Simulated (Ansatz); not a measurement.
# Ni wire along [110], 23 atoms a period: bands along the axis

Wanted: the relaxed geometry and the bands of the Ni wire along [110], 23 atoms a period.

Calculated with Ansatz 0.2.0; DFT PBE, plane waves, PAW; relaxation of a wire's period; PAW set soft_1, in the first sound run; inputs show where later runs differ.

### 1. The structure

The cell holds 23 atoms: 23 Ni. Cell: a = 17.360 Å, b = 16.756 Å, c = 2.489 Å, α = 90.0°, β = 90.0°, γ = 90.0°. Vacuum lies along a and b. The structure's axis is c.

### 2. Relaxing the period

Band widths follow the bond lengths, so the wire is relaxed first. The atoms and the third cell vector are free; the box across stays fixed as vacuum. Moments are seeded so that a magnetic state can form if it lies lower. A Fermi-Dirac smearing is set since the result may be a metal. The pressure printed is a third of the stress's trace over the whole box, vacuum included; only the stress along the axis is relaxed.

input.yaml

```yaml
crystal:
  lattice:
    - [17.36, 0.0, 0.0]
    - [0.0, 16.756, 0.0]
    - [0.0, 0.0, 2.4890158698]
  atoms:
    - { symbol: Ni, position: [0.297235023, 0.648546647, 0.0], spin: 0.8 }
    - { symbol: Ni, position: [0.297235023, 0.500001894, 0.0], spin: 0.8 }
    - { symbol: Ni, position: [0.5, 0.648546647, 0.0], spin: 0.8 }
    - { symbol: Ni, position: [0.5, 0.500001894, 0.0], spin: 0.8 }
    - { symbol: Ni, position: [0.5, 0.797091399, 0.0], spin: 0.8 }
    - { symbol: Ni, position: [0.702764977, 0.648546647, 0.0], spin: 0.8 }
    - { symbol: Ni, position: [0.702764977, 0.500001894, 0.0], spin: 0.8 }
    - { symbol: Ni, position: [0.195852535, 0.425729518, 0.5], spin: 0.8 }
    - { symbol: Ni, position: [0.195852535, 0.57427427, 0.5], spin: 0.8 }
    - { symbol: Ni, position: [0.398617512, 0.277184766, 0.5], spin: 0.8 }
    - { symbol: Ni, position: [0.398617512, 0.425729518, 0.5], spin: 0.8 }
    - { symbol: Ni, position: [0.398617512, 0.57427427, 0.5], spin: 0.8 }
    - { symbol: Ni, position: [0.398617512, 0.722819023, 0.5], spin: 0.8 }
    - { symbol: Ni, position: [0.601382488, 0.277184766, 0.5], spin: 0.8 }
    - { symbol: Ni, position: [0.601382488, 0.425729518, 0.5], spin: 0.8 }
    - { symbol: Ni, position: [0.601382488, 0.57427427, 0.5], spin: 0.8 }
    - { symbol: Ni, position: [0.601382488, 0.722819023, 0.5], spin: 0.8 }
    - { symbol: Ni, position: [0.804147465, 0.425729518, 0.5], spin: 0.8 }
    - { symbol: Ni, position: [0.804147465, 0.57427427, 0.5], spin: 0.8 }
    - { symbol: Ni, position: [0.297235023, 0.351457142, 0.0], spin: 0.8 }
    - { symbol: Ni, position: [0.5, 0.351457142, 0.0], spin: 0.8 }
    - { symbol: Ni, position: [0.5, 0.20291239, 0.0], spin: 0.8 }
    - { symbol: Ni, position: [0.702764977, 0.351457142, 0.0], spin: 0.8 }
magnetization:
  spin_polarized: true
kpoints:
  mp_grid: { grid: [1, 1, 33] }
scf:
  occupations: { method: fermi_dirac, width: 0.05 }
hamiltonian:
  xc: pbe
  pseudopotentials: { kind: paw, azcp: { folder: soft_1 } }
relax:
  cell: { fix: [a, b, alpha, beta, gamma] }
  max_steps: 45
  f_tol: 0.03
```

Run with:

```bash
$ ansatz run input.yaml --threads 16 --pin off --max-ram 61440MiB --backend cuda --events-out ev --progress --plain --runs-dir out --max-vram 78GiB
```

Numbers of over 12 decimals in the logs are rounded to 6 here.

Log:

```text
Engine: ansatz 0.2.0, aarch64-unknown-linux-gnu
Pseudopotentials: kind: paw
Pseudopotential: Ni, paw, valence charge 18, recommended cutoff 420 eV (normal), soft_1/Ni.paw.azcp
Functional definition: PBE
  parameter kappa = 0.804
  parameter beta = 0.066725
  exchange = pbe_x(kappa = kappa, mu = beta*pi^2/3)
  correlation = pbe_c(beta = beta)
concurrent solve slots: 12 of 16 are kept, ahead of what memory takes: no pass of the eigensolver takes more rounds on 12
[...]
Crystal: 23 atoms, lattice volume = 724.015 Å³
Basis set: ecut = 420 eV, 14141 PW (Γ), exchange–correlation on 240×240×36 points (8 copies of the dense FFT grid, shifted against one another)
Bands: 260, of which v1, the nominal top of the filled ones, is band 207 counted from 1 (206 counted from 0)
Symmetry: 8 space group operations
Space group: Pmmm (ITA 47), of the structure as read, at distance tolerance 9.0e-5 Å
Magnetic group: BNS 47.249 (UNI 347), of the structure as read, at distance tolerance 9.0e-5 Å
k-points: 17 of 33
Non-local potential: Ni, projectors of the file, l = 0: 3, l = 1: 2, l = 2: 3, l = 3: 1
PAW form: soft (Blöchl's): semilocal exchange-correlation on the pseudo side does not see the compensation charge
PAW one-centre angular grid: Ni, 590 points (default); XC on 64 Gauss nodes
Initial density: superposition of atomic densities (neutral atoms: chi_scale 0, normalization atom)
Starting moments: Σ|m| = 18.4 μB on 23 of 23 sites
Initial wavefunctions: pseudopotential atomic-orbital guess
[...]
Functional: x = pbe(κ = 0.804, μ = 0.219515), c = pbe(β = 0.066725)
SCF iter   1: F=—  HF=-134281.281951 eV  |F-HF|=—  |Δ(HF+E_count)|=         —  Δρ=2.34e-2 (↑1.48e-2 ↓2.34e-2)  dr2=3.17e1  dr2_m=1.22e0  M=18.619 μB ∫|m|=19.553 μB  β_m=0.30  ethr=3.10e-3  ⟨swp⟩=8.0  Hψ=40018  notcnv=0  defer=685
Mixer restart at iter 1: flushing history
preconditioner: auto → LDOS  [metal: Δε(μ)=0.001 eV  Ē_g=6.898 eV  σ=0.050 eV  W_gap=0.01  n_scr=140 (ndim 8)  ℏωp=20.9 eV  f_vac=0.563  D(μ)=50.11/eV (n_scr^D=570)]
spin=Collinear: LDOS preconditioning applied to the charge; magnetization (m = ρ↑ − ρ↓) channel mixes plain (no charge-response kernel on spin).
SCF iter   2: F=—  HF=-134285.062938 eV  |F-HF|=—  |Δ(HF+E_count)|=    3.78e0  Δρ=1.72e-2 (↑1.72e-2 ↓8.81e-3)  dr2=5.14e0  dr2_m=5.98e-1  M=18.275 μB ∫|m|=19.575 μB  β_m=0.35  ethr=3.10e-3  ⟨swp⟩=2.3  Hψ=14397  notcnv=0  defer=1083
[...]
SCF iter  18: F=-134301.288760 eV  HF=-134301.288760 eV  |F-HF|=8.95e-8  |Δ(HF+E_count)|=   7.22e-9  Δρ=2.63e-6 (↑1.16e-6 ↓2.63e-6)  dr2=9.25e-8  dr2_m=4.70e-9  M=16.044 μB ∫|m|=18.409 μB  ethr=5.87e-12  ⟨swp⟩=3.0  Hψ=32927  notcnv=0
SCF 1 converged in 18 iterations: F = -134301.288760 eV  dr2 = 9.25e-8
  greatest PAW one-centre occupation: 1.001 electrons in one spin orbital (limit 2), on the Ni atom at site 18 (counted from 0), in its partial waves of l = 1
relax step   1: F+E_penalty+E_count = -134301.28876023 eV  Δ(F+E_penalty+E_count) = +0.000e0 eV  max|allowed force component| = 7.349e-1 eV/Å  Δτ_max = 0.0000 Å  P = -2.503 GPa  Ω = 724.015 Å³  fix = [a, b, alpha, beta, gamma]  reactions: a -2.291, b -2.039 GPa  (18 SCF iters, dr2 threshold 1.00e-7 eV, accepted)
concurrent solve slots: 12 of 16 are kept, ahead of what memory takes: no pass of the eigensolver takes more rounds on 12
[...]
Crystal: 23 atoms, lattice volume = 717.190 Å³
Basis set: ecut = 420 eV, 13961 PW (Γ), exchange–correlation on 240×240×36 points (8 copies of the dense FFT grid, shifted against one another)
[...]
Starting moments: Σ|m| = 18.4 μB on 23 of 23 sites; this step starts from the density that it was given
[...]
iter 1 solved again at ethr=5.24e-5 eV; its pass at ethr=3.10e-3 eV (dr2=2.17e-1 eV) is discarded
SCF iter   1: F=—  HF=-134301.567768 eV  |F-HF|=—  |Δ(HF+E_count)|=         —  Δρ=3.00e-3 (↑2.36e-3 ↓3.00e-3)  dr2=2.23e-1  dr2_m=1.54e-2  M=15.974 μB ∫|m|=18.286 μB  β_m=0.30  ethr=5.24e-5  ⟨swp⟩=4.2  Hψ=43953  notcnv=0
preconditioner: auto → LDOS  [metal: Δε(μ)=0.004 eV  Ē_g=6.776 eV  σ=0.050 eV  W_gap=0.02  n_scr=140 (ndim 8)  ℏωp=21.0 eV  f_vac=0.585  D(μ)=42.73/eV (n_scr^D=444)]
[...]
SCF 2 converged in 11 iterations: F = -134301.555863 eV  dr2 = 1.18e-6
[...]
SCF 3 converged in 11 iterations: F = -134301.661184 eV  dr2 = 1.32e-6
[...]
SCF 4 converged in 11 iterations: F = -134301.663473 eV  dr2 = 3.34e-7
[...]
SCF 5 converged in 12 iterations: F = -134301.663968 eV  dr2 = 1.51e-8
[...]
SCF 6 converged in 12 iterations: F = -134301.659930 eV  dr2 = 5.76e-11
[...]
SCF converged after 12 iterations
[...]
k-point 16 ↓: bands = ["-99.5572", "-99.5572", "-99.5534", "-99.5209", "-99.5204", "-99.5179", "-99.5178", "-99.5119", "-99.5119", "-99.2691", "-99.2691", "-99.2691", "-99.2691", "-99.2558", "-99.2558", "-99.2557", "-99.2557", "-99.0974", "-99.0974", "-99.0523", "-99.0523", "-99.0451", "-99.0451", "-60.0859", "-60.0816", "-60.0678", "-60.0633", "-60.0551", "-60.0483", "-60.0319", "-60.0263", "-60.0227", "-59.9885", [...]
--- Relaxed structure (5 steps of the walk, 5 accepted, 1 SCFs on fresh bases) ---
  F+E_penalty+E_count = -134301.65992981 eV   max|allowed force component| = 1.576e-3 eV/Å   (the final SCF, on the basis selected at the relaxed cell)
  cell:  # Å, volume = 709.7776 Å³
    - [17.36, 0, 0]
    - [0, 16.756, 0]
    - [0, 0, 2.440070]
  atoms:
    - { symbol: Ni, position: [0.297987, 0.648582, 0] }
    - { symbol: Ni, position: [0.297959, 0.500000, 0] }
    - { symbol: Ni, position: [0.5, 0.648286, 0] }
    - { symbol: Ni, position: [0.5, 0.500000, 0] }
    - { symbol: Ni, position: [0.5, 0.789342, 0] }
    - { symbol: Ni, position: [0.702013, 0.648582, 0] }
    - { symbol: Ni, position: [0.702041, 0.500000, 0] }
    - { symbol: Ni, position: [0.201350, 0.426936, 0.5] }
    - { symbol: Ni, position: [0.201350, 0.573064, 0.5] }
    - { symbol: Ni, position: [0.397473, 0.278472, 0.5] }
    - { symbol: Ni, position: [0.398776, 0.425866, 0.5] }
    - { symbol: Ni, position: [0.398776, 0.574134, 0.5] }
    - { symbol: Ni, position: [0.397473, 0.721528, 0.5] }
    - { symbol: Ni, position: [0.602527, 0.278472, 0.5] }
    - { symbol: Ni, position: [0.601224, 0.425866, 0.5] }
    - { symbol: Ni, position: [0.601224, 0.574134, 0.5] }
    - { symbol: Ni, position: [0.602527, 0.721528, 0.5] }
    - { symbol: Ni, position: [0.798650, 0.426936, 0.5] }
    - { symbol: Ni, position: [0.798650, 0.573064, 0.5] }
    - { symbol: Ni, position: [0.297987, 0.351418, 0] }
    - { symbol: Ni, position: [0.5, 0.351714, 0] }
    - { symbol: Ni, position: [0.5, 0.210658, 0] }
    - { symbol: Ni, position: [0.702013, 0.351418, 0] }
```

The job ended after 33 s (1 × NVIDIA GB200 with 16 threads of Arm Neoverse V2, shared host; peak memory 1.4 GiB; 4.4 min of CPU time).

Step by step:

| step | energy less that of the first step (eV) | largest force component (eV/Å) | pressure (GPa) | volume (Å³) |
| --- | --- | --- | --- | --- |
| 1 | 0.0000 | 0.7349 | -2.50 | 724.02 |
| 2 | -0.2671 | 0.4310 | -1.27 | 717.19 |
| 3 | -0.3724 | 0.0742 | 0.24 | 708.65 |
| 4 | -0.3747 | 0.0300 | -0.09 | 710.00 |
| 5 | -0.3752 | 0.0016 | 0.00 | 709.78 |
| 6 | -0.3712 | 0.0016 | 0.00 | 709.78 |

The log counts 1 steps on a newly chosen plane-wave basis, not all of them marked here; energy and pressure can jump at such steps.

The run keeps the 8 symmetry operations that it works with, so distortions that break them were not tested.

```
cell as run  before  after  change
      c (Å)   2.489  2.440  -2.0 %
```

The atoms that moved most (Å, along periodic axes as changes of fractional coordinates times the final cell, across vacuum about the mean position):

```csv
atom,dx,dy,dz,length
Ni5,0.000,-0.130,0.000,0.130
Ni22,0.000,0.130,0.000,0.130
Ni18,-0.095,0.020,0.000,0.098
Ni8,0.095,0.020,0.000,0.098
Ni19,-0.095,-0.020,0.000,0.098
Ni9,0.095,-0.020,0.000,0.098
Ni17,0.020,-0.022,0.000,0.029
Ni13,-0.020,-0.022,0.000,0.029
```

Numbers from this step:

```
energy at zero smearing    : -134301.4881 eV
total moment               : 15.77 μB
absolute moment            : 18.04 μB
cell length along the wire : 2.440 Å
```

Site moment by atom:

| atom | site moment (μB) |
| --- | --- |
| Ni1 | 0.720 |
| Ni2 | 0.709 |
| Ni3 | 0.727 |
| Ni4 | 0.677 |
| Ni5 | 0.723 |
| Ni6 | 0.720 |
| Ni7 | 0.709 |
| Ni8 | 0.754 |
| Ni9 | 0.754 |
| Ni10 | 0.728 |
| Ni11 | 0.718 |
| Ni12 | 0.718 |
| Ni13 | 0.728 |
| Ni14 | 0.728 |
| Ni15 | 0.718 |
| Ni16 | 0.718 |
| Ni17 | 0.728 |
| Ni18 | 0.754 |
| Ni19 | 0.754 |
| Ni20 | 0.720 |
| Ni21 | 0.727 |
| Ni22 | 0.723 |
| Ni23 | 0.720 |

The cell's length comes to 2.440 Å with an absolute moment of 18.04 μB a cell.

### 3. Bands of the perfect wire

This step: DFT PBE, plane waves, PAW; bands of a perfect wire; PAW set soft_1 (Ansatz 0.2.0).

At the relaxed period the bands are computed along the axis; those that cross an energy going forward count the channels that a perfect wire would open there.

input.yaml

```yaml
crystal:
  lattice:
    - [17.36, 0.0, 0.0]
    - [0.0, 16.756, 0.0]
    - [0.0, 0.0, 2.4400697038]
  atoms:
    - { symbol: Ni, position: [0.297987193, 0.648581576, 0.0], spin: 0.72 }
    - { symbol: Ni, position: [0.297959182, 0.5, 0.0], spin: 0.71 }
    - { symbol: Ni, position: [0.5, 0.64828582, 0.0], spin: 0.73 }
    - { symbol: Ni, position: [0.5, 0.5, 0.0], spin: 0.68 }
    - { symbol: Ni, position: [0.5, 0.789342478, 0.0], spin: 0.72 }
    - { symbol: Ni, position: [0.702012807, 0.648581576, 0.0], spin: 0.72 }
    - { symbol: Ni, position: [0.702040818, 0.5, 0.0], spin: 0.71 }
    - { symbol: Ni, position: [0.201349827, 0.426935758, 0.5], spin: 0.75 }
    - { symbol: Ni, position: [0.201349827, 0.573064242, 0.5], spin: 0.75 }
    - { symbol: Ni, position: [0.397472565, 0.278471983, 0.5], spin: 0.73 }
    - { symbol: Ni, position: [0.398776328, 0.425865972, 0.5], spin: 0.72 }
    - { symbol: Ni, position: [0.398776328, 0.574134028, 0.5], spin: 0.72 }
    - { symbol: Ni, position: [0.397472565, 0.721528017, 0.5], spin: 0.73 }
    - { symbol: Ni, position: [0.602527435, 0.278471983, 0.5], spin: 0.73 }
    - { symbol: Ni, position: [0.601223672, 0.425865972, 0.5], spin: 0.72 }
    - { symbol: Ni, position: [0.601223672, 0.574134028, 0.5], spin: 0.72 }
    - { symbol: Ni, position: [0.602527435, 0.721528017, 0.5], spin: 0.73 }
    - { symbol: Ni, position: [0.798650173, 0.426935758, 0.5], spin: 0.75 }
    - { symbol: Ni, position: [0.798650173, 0.573064242, 0.5], spin: 0.75 }
    - { symbol: Ni, position: [0.297987193, 0.351418424, 0.0], spin: 0.72 }
    - { symbol: Ni, position: [0.5, 0.35171418, 0.0], spin: 0.73 }
    - { symbol: Ni, position: [0.5, 0.210657522, 0.0], spin: 0.72 }
    - { symbol: Ni, position: [0.702012807, 0.351418424, 0.0], spin: 0.72 }
magnetization:
  spin_polarized: true
kpoints:
  mp_grid: { grid: [1, 1, 33] }
  band_path: { path: ["Γ", Z], npoints: 90 }
scf:
  occupations: { method: fermi_dirac, width: 0.05 }
hamiltonian:
  xc: pbe
  pseudopotentials: { kind: paw, azcp: { folder: soft_1 } }
output:
  dos: { e_range: [-5, 4] }
  write_potential: true
  write_density: true
  volumetric_format: npy
```

Log:

```text
[...]
Crystal: 23 atoms, lattice volume = 709.778 Å³
Basis set: ecut = 420 eV, 13773 PW (Γ)
Bands: 259, of which v1, the nominal top of the filled ones, is band 207 counted from 1 (206 counted from 0)
[... 1 set-up line as in the run before ...]
[...]
k-points: 17 of 33
[...]
Starting moments: Σ|m| = 16.68 μB on 23 of 23 sites
[...]
SCF iter   1: F=—  HF=-134282.103675 eV  |F-HF|=—  |Δ(HF+E_count)|=         —  Δρ=3.51e-2 (↑2.05e-2 ↓3.51e-2)  dr2=3.24e1  dr2_m=3.71e0  M=19.319 μB ∫|m|=20.306 μB  β_m=0.30  ethr=3.10e-3  ⟨swp⟩=8.2  Hψ=41446  notcnv=0  defer=611
[...]
SCF iter   6: F=—  HF=-134301.640855 eV  |F-HF|=—  |Δ(HF+E_count)|=   4.18e-1  Δρ=5.28e-3 (↑2.32e-3 ↓5.28e-3)  dr2=2.35e-1  dr2_m=2.81e-2  M=15.838 μB ∫|m|=18.067 μB  β_m=0.81  ethr=4.77e-5  ⟨swp⟩=2.3  Hψ=16886  notcnv=0  defer=1104
[...]
SCF iter  14: F=—  HF=-134301.660042 eV  |F-HF|=—  |Δ(HF+E_count)|=   4.22e-7  Δρ=5.30e-6 (↑3.96e-6 ↓5.30e-6)  dr2=2.82e-7  dr2_m=3.82e-8  M=15.766 μB ∫|m|=18.014 μB  β_m=0.65  ethr=4.01e-10  ⟨swp⟩=2.0  Hψ=15713  notcnv=0  defer=1109
[...]
SCF iter  16: F=-134301.660042 eV  HF=-134301.660042 eV  |F-HF|=4.24e-8  |Δ(HF+E_count)|=   1.32e-8  Δρ=2.32e-6 (↑7.42e-7 ↓2.32e-6)  dr2=5.24e-8  dr2_m=6.44e-9  M=15.767 μB ∫|m|=18.014 μB  ethr=2.32e-11  ⟨swp⟩=12.8  Hψ=44630  notcnv=0
SCF 1 converged in 16 iterations: F = -134301.660042 eV  dr2 = 5.24e-8
[...]
SCF converged after 16 iterations
[...]
```

Elapsed: 18 s, on 1 × NVIDIA GB200 with 16 threads; peak memory 3.2 GiB.

Numbers from this step:

| Property | Result |
| --- | --- |
| energy at zero smearing | -134301.4883 eV |
| band gap | 0 eV |

Between Γ and Z the bands cross the Fermi level 33 times, so a perfect wire would conduct at least 16.5 G₀, with an absolute moment of 18.04 μB a cell.

### 4. Results

* cell length, PBE: 2.440 Å
* absolute moment, PBE: 18.0 μB
* ballistic conductance by band crossings, a lower bound, PBE: 16.5 G₀

What this shows: Under PBE the cell's length is 2.44 Å, the absolute moment is 18.04 μB a cell, and the bands cross the Fermi level 33 times between Γ and Z, which gives a perfect wire at least 16.5 G₀ (opposite crossings within one step of the path cancel in such a count). In the perfect wire the moments were started parallel, and no opposed start was run. No search over magnetic orders was made; another may lie lower.

[Logs are printed without paths, hosts, clocks, repeated set-up lines and the standing remarks that a program may print on its own settings, such as how far it seeks lower states.]

[Hosts, paths, dates, database ids (printed as entryN), source tags and the programs' standing remarks are cut or masked in the printed files.]
